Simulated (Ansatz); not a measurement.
Two G0W0 runs on GeH5CBr3N2 (CH(NH2)2GeBr3).

The structure was built from a prototype and need not be the compound's stable phase.

```yaml
crystal:
  lattice:
    - [5.94176, -0.05519, 0.49644]
    - [-0.05519, 5.86197, 0.04658]
    - [0.49644, 0.04658, 5.93998]
  atoms:
    - { symbol: C, position: [0.97221, 0.93423, 0.02809] }
    - { symbol: H, position: [0.90698, 0.76752, 0.09493] }
    - { symbol: N, position: [0.87990, 0.02628, 0.86447] }
    - { symbol: N, position: [0.13718, 0.02853, 0.11723] }
    - { symbol: H, position: [0.75382, 0.94162, 0.80126] }
    - { symbol: H, position: [0.20288, 0.94599, 0.24273] }
    - { symbol: H, position: [0.93445, 0.17976, 0.78768] }
    - { symbol: H, position: [0.21238, 0.18241, 0.06134] }
    - { symbol: Ge, position: [0.47435, 0.52799, 0.52458] }
    - { symbol: Br, position: [0.46893, 0.51083, 0.95140] }
    - { symbol: Br, position: [0.50796, 0.96193, 0.49137] }
    - { symbol: Br, position: [0.04784, 0.50817, 0.53197] }
```

The structure was relaxed with PBE-D3(BJ). The runs that relaxed it are not among those shown. PAW set soft_2, made with PBE.

The first (Ansatz 0.2.0; start PBE, 4×4×4 mesh, 856 empty bands, screening to 150 eV; 1 × NVIDIA H100 80GB HBM3 (shared by 6 runs) with 3 threads of AMD EPYC 7R13 (Zen 3), shared host) gave, on its mesh: starting gap 2.16 eV, G0W0 gap 3.57 eV, RPA ε∞ (mean) 3.81, 5.1 min.

The second gave: starting gap 2.16 eV, G0W0 gap 3.38 eV, RPA ε∞ (mean) 3.84, 55 s.

**Question.** What was changed in the input? Choose among start, files, mesh, bands and cutoff, frequency model or another key.

Changed: empty bands from 856 to 216 and screening cutoff (eV) from 150.0 to 60. The starting gap stayed, which rules out the functional and points to the GW step. Other changes could give like numbers; this is the one that was made.

Limits: not at the basis limit; no spin-orbit coupling.

[Paths, hosts, dates, memory and timing lines, banners, echoed tables and standing remarks are left out of the program output.]

[Logs are printed without paths, hosts, clocks, repeated set-up lines and the standing remarks that a program may print on its own settings, such as how far it seeks lower states.]

[Runs of the session that timed out or met a known fault of the program may be left out.]

[Cells called generated may have been cut or substituted from an entry of the Crystallography Open Database or the Materials Project.]

[Hosts, paths, dates, database ids (printed as entryN), source tags and the programs' standing remarks are cut or masked in the printed files.]
